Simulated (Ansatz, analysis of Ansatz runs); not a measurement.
# VPO4 (Cmcm): a line between two V sites for an added hole

Aim: the energy barrier that a trapped hole meets when it moves from one V atom to another one nearby in VPO4 (Cmcm). The model is a cell of 96 host atoms.

Program: Ansatz 0.2.0. Level of theory: plane-wave PAW DFT, PBEsol+U; relaxation of all atoms of a supercell at fixed charge in a uniform background; PAW set soft_1. Results are calculated unless marked as measured.

Most raw output is cut from this account.

### 1. Starting point

The cell holds 96 atoms: 16 V, 16 P and 64 O. Cell: a = 11.345 Å, b = 11.345 Å, c = 11.345 Å, α = 125.1°, β = 93.1°, γ = 111.8°. It derives from VPO4 (space group Cmcm). Nearest the centre at fractional (0.375, 0.625, 0.750): O59 at 1.36 Å, O36 at 1.36 Å, V6 at 1.59 Å, V12 at 1.59 Å, O84 at 2.30 Å, O70 at 2.30 Å, O76 at 2.69 Å, O89 at 2.69 Å.

Hubbard terms: V d 4.0 eV. They were chosen, not fitted, to curb self-interaction in the shells named, the trial site's among them. The two sites are V6 and V12. The cell's shortest repeat is 10.5 Å. The host's moments were started ferromagnetic, high spin; both sites carry the same spin direction.

### 2. The cell without the carrier

The neutral cell is relaxed first, from small random displacements, so that bond lengths and moments with the carrier can be set beside those of a relaxed cell without it.

The input, neutral.relax/input.yaml:

```yaml
crystal:
  lattice:
    - [-5.23155868, 7.80375834, 6.35985605]
    - [5.23155868, -7.80375834, 6.35985605]
    - [5.23155868, 7.80375834, -6.35985605]
  atoms:
    - { symbol: V, position: [0.0, 0.25, 0.75], spin: 2.0 }
    - { symbol: V, position: [0.0, 0.75, 0.25], spin: 2.0 }
    - { symbol: V, position: [0.25, 0.0, 0.75], spin: 2.0 }
    - { symbol: V, position: [0.25, 0.5, 0.25], spin: 2.0 }
[... 1 atom line left out ...]
    - { symbol: V, position: [0.5, 0.75, 0.75], spin: 2.0 }
    - { symbol: V, position: [0.75, 0.0, 0.25], spin: 2.0 }
[... 1 atom line left out ...]
    - { symbol: V, position: [0.0, 0.25, 0.25], spin: 2.0 }
    - { symbol: V, position: [0.0, 0.75, 0.75], spin: 2.0 }
[... 1 atom line left out ...]
    - { symbol: V, position: [0.25, 0.5, 0.75], spin: 2.0 }
[... 1 atom line left out ...]
    - { symbol: V, position: [0.5, 0.75, 0.25], spin: 2.0 }
    - { symbol: V, position: [0.75, 0.0, 0.75], spin: 2.0 }
[... 3 atom lines left out ...]
    - { symbol: P, position: [0.30024, 0.375, 0.42524] }
    - { symbol: P, position: [0.30024, 0.875, 0.92524] }
[... 1 atom line left out ...]
    - { symbol: P, position: [0.55024, 0.625, 0.92524] }
[... 2 atom lines left out ...]
    - { symbol: P, position: [0.19976, 0.125, 0.57476] }
    - { symbol: P, position: [0.19976, 0.625, 0.07476] }
[... 1 atom line left out ...]
    - { symbol: P, position: [0.44976, 0.875, 0.57476] }
    - { symbol: P, position: [0.69976, 0.125, 0.07476] }
    - { symbol: P, position: [0.69976, 0.625, 0.57476] }
    - { symbol: P, position: [0.94976, 0.375, 0.57476] }
[... 2 atom lines left out ...]
    - { symbol: O, position: [0.108385, 0.502326, 0.360711] }
    - { symbol: O, position: [0.358385, 0.252326, 0.360711] }
    - { symbol: O, position: [0.358385, 0.752326, 0.860711] }
[... 1 atom line left out ...]
    - { symbol: O, position: [0.608385, 0.502326, 0.860711] }
[... 3 atom lines left out ...]
    - { symbol: O, position: [0.141615, 0.502326, 0.893941] }
[... 2 atom lines left out ...]
    - { symbol: O, position: [0.641615, 0.002326, 0.893941] }
[... 3 atom lines left out ...]
    - { symbol: O, position: [0.141615, 0.247674, 0.639289] }
[... 4 atom lines left out ...]
    - { symbol: O, position: [0.641615, 0.747674, 0.639289] }
[... 3 atom lines left out ...]
    - { symbol: O, position: [0.108385, 0.747674, 0.606059] }
    - { symbol: O, position: [0.358385, 0.497674, 0.606059] }
    - { symbol: O, position: [0.358385, 0.997674, 0.106059] }
[... 1 atom line left out ...]
    - { symbol: O, position: [0.608385, 0.747674, 0.106059] }
[... 4 atom lines left out ...]
    - { symbol: O, position: [0.34813, 0.475791, 0.372339] }
    - { symbol: O, position: [0.34813, 0.975791, 0.872339] }
[... 1 atom line left out ...]
    - { symbol: O, position: [0.59813, 0.725791, 0.872339] }
[... 5 atom lines left out ...]
    - { symbol: O, position: [0.40187, 0.774209, 0.627661] }
    - { symbol: O, position: [0.65187, 0.024209, 0.127661] }
    - { symbol: O, position: [0.65187, 0.524209, 0.627661] }
    - { symbol: O, position: [0.90187, 0.274209, 0.627661] }
[... 1 atom line left out ...]
    - { symbol: O, position: [0.146548, 0.274209, 0.372339] }
    - { symbol: O, position: [0.146548, 0.774209, 0.872339] }
[... 1 atom line left out ...]
    - { symbol: O, position: [0.396548, 0.524209, 0.872339] }
[... 4 atom lines left out ...]
    - { symbol: O, position: [0.103452, 0.475791, 0.627661] }
[... 1 atom line left out ...]
    - { symbol: O, position: [0.353452, 0.225791, 0.627661] }
    - { symbol: O, position: [0.353452, 0.725791, 0.127661] }
[... 1 atom line left out ...]
    - { symbol: O, position: [0.603452, 0.975791, 0.627661] }
[... 1 atom line left out ...]
    - { symbol: O, position: [0.853452, 0.725791, 0.627661] }
basis:
  ecutwfc: 420
  xc_grid: 2
hamiltonian:
  xc: pbesol
  hubbard:
    sites: [{ species: V, l: d, u_eff: 4.0 }]
    projectors: ortho-atomic
  pseudopotentials: { kind: paw, azcp: { folder: soft_1 }, xc_functional: pbe }
kpoints:
  mp_grid: { grid: [1, 1, 1] }
magnetization:
  spin_polarized: true
  initial_magnetization: 32
  spin_locking: { lock_magnetization: hard }
scf:
  occupations: { method: fermi_dirac, width: 0.01 }
  max_iter: 120
  lower_state_search: "off"
output:
  forces: true
relax:
  f_tol: 0.02
  max_steps: 70
  random_displacement: { amplitude: 0.04, seed: 3336 }
checkpoint:
  write: "../neutral.relax.run"
  compress: false
  write_wavefunctions: true
  write_every: 100000
```

Started as:

```
$ ansatz run input.yaml --threads 8 --pin off --max-ram 18841MiB --backend cpu --events-out ev --progress --plain --runs-dir out
```

Run time: 2 min. Hardware: 8 threads of Arm Neoverse V1, shared host; peak memory 3 GiB; 15 min of CPU time.

The largest displacement from an ideal site is 0.003 Å.

### 3. The hole on the first site

The nearest neighbour or neighbours of the site start displaced and the site's starting moment is changed by the carrier's spin, since a carrier doesn't trap itself in the undistorted lattice.

The input, A.relax/input.yaml:

```yaml
crystal:
  lattice:
    - [-5.23155868, 7.80375834, 6.35985605]
    - [5.23155868, -7.80375834, 6.35985605]
    - [5.23155868, 7.80375834, -6.35985605]
  atoms:
    - { symbol: V, position: [0.000402, 0.250791, 0.7507], spin: 2.0 }
    - { symbol: V, position: [0.000377, 0.750785, 0.2507], spin: 2.0 }
    - { symbol: V, position: [0.250359, 0.000799, 0.750731], spin: 2.0 }
    - { symbol: V, position: [0.250374, 0.500846, 0.250745], spin: 2.0 }
[... 1 atom line left out ...]
    - { symbol: V, position: [0.500409, 0.750816, 0.750728], spin: 1.0 }
[... 1 atom line left out ...]
    - { symbol: V, position: [0.750368, 0.500689, 0.750557], spin: 2.0 }
    - { symbol: V, position: [0.000391, 0.250755, 0.250658], spin: 2.0 }
    - { symbol: V, position: [0.000373, 0.750732, 0.750655], spin: 2.0 }
[... 1 atom line left out ...]
    - { symbol: V, position: [0.250389, 0.500794, 0.750692], spin: 2.0 }
    - { symbol: V, position: [0.500352, 0.250768, 0.750661], spin: 2.0 }
[... 1 atom line left out ...]
    - { symbol: V, position: [0.750385, 0.000807, 0.750694], spin: 2.0 }
[... 3 atom lines left out ...]
    - { symbol: P, position: [0.300671, 0.37581, 0.42594] }
    - { symbol: P, position: [0.300604, 0.875749, 0.925954] }
[... 1 atom line left out ...]
    - { symbol: P, position: [0.55065, 0.625731, 0.925891] }
[... 2 atom lines left out ...]
    - { symbol: P, position: [0.200093, 0.125752, 0.575418] }
    - { symbol: P, position: [0.200108, 0.625757, 0.075431] }
[... 1 atom line left out ...]
    - { symbol: P, position: [0.450097, 0.875781, 0.575481] }
    - { symbol: P, position: [0.70011, 0.125768, 0.075431] }
    - { symbol: P, position: [0.700161, 0.625845, 0.575416] }
    - { symbol: P, position: [0.950146, 0.375702, 0.575343] }
[... 2 atom lines left out ...]
    - { symbol: O, position: [0.108843, 0.50326, 0.361688] }
    - { symbol: O, position: [0.358895, 0.253258, 0.361618] }
    - { symbol: O, position: [0.365691, 0.753116, 0.85635] }
[... 1 atom line left out ...]
    - { symbol: O, position: [0.60882, 0.503132, 0.861514] }
[... 3 atom lines left out ...]
    - { symbol: O, position: [0.14192, 0.503238, 0.894655] }
[... 2 atom lines left out ...]
    - { symbol: O, position: [0.635094, -0.008842, 0.887716] }
[... 3 atom lines left out ...]
    - { symbol: O, position: [0.141917, 0.24833, 0.639778] }
[... 4 atom lines left out ...]
    - { symbol: O, position: [0.635163, 0.748571, 0.645113] }
[... 3 atom lines left out ...]
    - { symbol: O, position: [0.10879, 0.748331, 0.606732] }
    - { symbol: O, position: [0.365644, 0.510468, 0.613668] }
    - { symbol: O, position: [0.358757, 0.998296, 0.10672] }
[... 1 atom line left out ...]
    - { symbol: O, position: [0.608874, 0.748292, 0.106656] }
[... 4 atom lines left out ...]
    - { symbol: O, position: [0.348456, 0.47652, 0.372967] }
    - { symbol: O, position: [0.348371, 0.976503, 0.87302] }
[... 1 atom line left out ...]
    - { symbol: O, position: [0.593368, 0.727711, 0.866585] }
[... 5 atom lines left out ...]
    - { symbol: O, position: [0.40741, 0.773787, 0.634773] }
    - { symbol: O, position: [0.652322, 0.025005, 0.128353] }
    - { symbol: O, position: [0.652369, 0.525082, 0.628339] }
    - { symbol: O, position: [0.902376, 0.274967, 0.628297] }
[... 1 atom line left out ...]
    - { symbol: O, position: [0.146984, 0.274997, 0.372903] }
    - { symbol: O, position: [0.146919, 0.774911, 0.872898] }
[... 1 atom line left out ...]
    - { symbol: O, position: [0.396962, 0.525018, 0.872945] }
[... 4 atom lines left out ...]
    - { symbol: O, position: [0.103833, 0.476436, 0.62829] }
[... 1 atom line left out ...]
    - { symbol: O, position: [0.353776, 0.226421, 0.628297] }
    - { symbol: O, position: [0.353798, 0.726441, 0.128378] }
[... 1 atom line left out ...]
    - { symbol: O, position: [0.603777, 0.97652, 0.628409] }
[... 1 atom line left out ...]
    - { symbol: O, position: [0.853849, 0.726585, 0.628398] }
total_charge: 1
basis:
  ecutwfc: 420
  xc_grid: 2
hamiltonian:
  xc: pbesol
  hubbard:
    sites: [{ species: V, l: d, u_eff: 4.0 }]
    projectors: ortho-atomic
  pseudopotentials: { kind: paw, azcp: { folder: soft_1 }, xc_functional: pbe }
kpoints:
  mp_grid: { grid: [1, 1, 1] }
magnetization:
  spin_polarized: true
  initial_magnetization: 31
  spin_locking: { lock_magnetization: hard }
scf:
  occupations: { method: fermi_dirac, width: 0.01 }
  max_iter: 120
  lower_state_search: "off"
output:
  forces: true
relax:
  f_tol: 0.015
  max_steps: 70
  escape_saddle: false
checkpoint:
  write: "../A.relax.run"
  compress: false
  write_wavefunctions: true
  write_every: 100000
```

Wall time 2.6 min (8 threads); peak memory 3 GiB.

Step by step:

```csv
step,energy less that of the first step (eV),largest force component (eV/Å)
1,0.0000,1.2875
2,-0.2378,0.7498
3,-0.3024,0.4335
4,-0.3482,0.1190
5,-0.3515,0.0903
6,-0.3459,0.1721
7,-0.3527,0.0133
```

Relaxation step 6 was tried and not accepted.

The atoms that moved most (Å):

```csv
atom,dx,dy,dz,length
O76,0.000,0.005,0.059,0.059
O70,0.001,-0.005,-0.058,0.059
O59,-0.033,-0.030,-0.018,0.049
O54,-0.034,0.030,0.018,0.049
O36,0.033,-0.031,-0.019,0.049
O45,0.033,0.031,0.018,0.048
O38,0.007,-0.027,0.025,0.037
O62,-0.006,-0.027,0.025,0.037
```

The moves above count from the input, in which the site's nearest neighbours were already displaced; the distances below compare with the cell without the carrier.

Distances from V6 without and with the hole:

| atom | without (Å) | with (Å) |
| --- | --- | --- |
| O76 | 1.93 | 1.84 |
| O70 | 1.93 | 1.84 |
| O45 | 2.09 | 2.03 |
| O36 | 2.09 | 2.03 |
| O59 | 2.09 | 2.03 |
| O54 | 2.09 | 2.03 |

The largest changes of the moments are -0.63 μB on V6, -0.03 μB on O70 and -0.03 μB on O76. The largest part sits on the chosen site.

### 4. The hole on the second site

The same start is made on the second site, to get the end of the hop.

The input, B.relax/input.yaml:

```yaml
crystal:
  lattice:
    - [-5.23155868, 7.80375834, 6.35985605]
    - [5.23155868, -7.80375834, 6.35985605]
    - [5.23155868, 7.80375834, -6.35985605]
  atoms:
    - { symbol: V, position: [0.000402, 0.250791, 0.7507], spin: 2.0 }
    - { symbol: V, position: [0.000377, 0.750785, 0.2507], spin: 2.0 }
[... 3 atom lines left out ...]
    - { symbol: V, position: [0.500409, 0.750816, 0.750728], spin: 2.0 }
[... 5 atom lines left out ...]
    - { symbol: V, position: [0.250389, 0.500794, 0.750692], spin: 1.0 }
[... 23 atom lines left out ...]
    - { symbol: O, position: [0.353741, 0.741166, 0.85635] }
[... 22 atom lines left out ...]
    - { symbol: O, position: [0.353694, 0.498518, 0.613668] }
[... 10 atom lines left out ...]
    - { symbol: O, position: [0.598454, 0.726453, 0.872929] }
[... 13 atom lines left out ...]
    - { symbol: O, position: [0.389361, 0.52376, 0.866602] }
[... 11 atom lines left out ...]
    - { symbol: O, position: [0.853849, 0.726585, 0.628398] }
total_charge: 1
basis:
  ecutwfc: 420
  xc_grid: 2
hamiltonian:
  xc: pbesol
  hubbard:
    sites: [{ species: V, l: d, u_eff: 4.0 }]
    projectors: ortho-atomic
  pseudopotentials: { kind: paw, azcp: { folder: soft_1 }, xc_functional: pbe }
kpoints:
  mp_grid: { grid: [1, 1, 1] }
magnetization:
  spin_polarized: true
  initial_magnetization: 31
  spin_locking: { lock_magnetization: hard }
scf:
  occupations: { method: fermi_dirac, width: 0.01 }
  max_iter: 120
  lower_state_search: "off"
output:
  forces: true
relax:
  f_tol: 0.015
  max_steps: 70
  escape_saddle: false
checkpoint:
  write: "../B.relax.run"
  compress: false
  write_wavefunctions: true
  write_every: 100000
```

It took 2.7 min on 8 threads; peak memory 3 GiB.

Distances from V12 without and with the hole:

```csv
atom,without (Å),with (Å)
O89,1.93,1.84
O84,1.93,1.84
O36,2.09,2.03
O42,2.09,2.03
O49,2.09,2.03
O59,2.09,2.03
```

The largest changes of the moments are -0.63 μB on V12, -0.03 μB on O84 and -0.03 μB on O89. The largest part sits on the chosen site.

(Part 1 of 2 ends here.)

[Logs are printed without paths, hosts, clocks, repeated set-up lines and the standing remarks that a program may print on its own settings, such as how far it seeks lower states.]

[Hosts, paths, dates, database ids (printed as entryN), source tags and the programs' standing remarks are cut or masked in the printed files.]
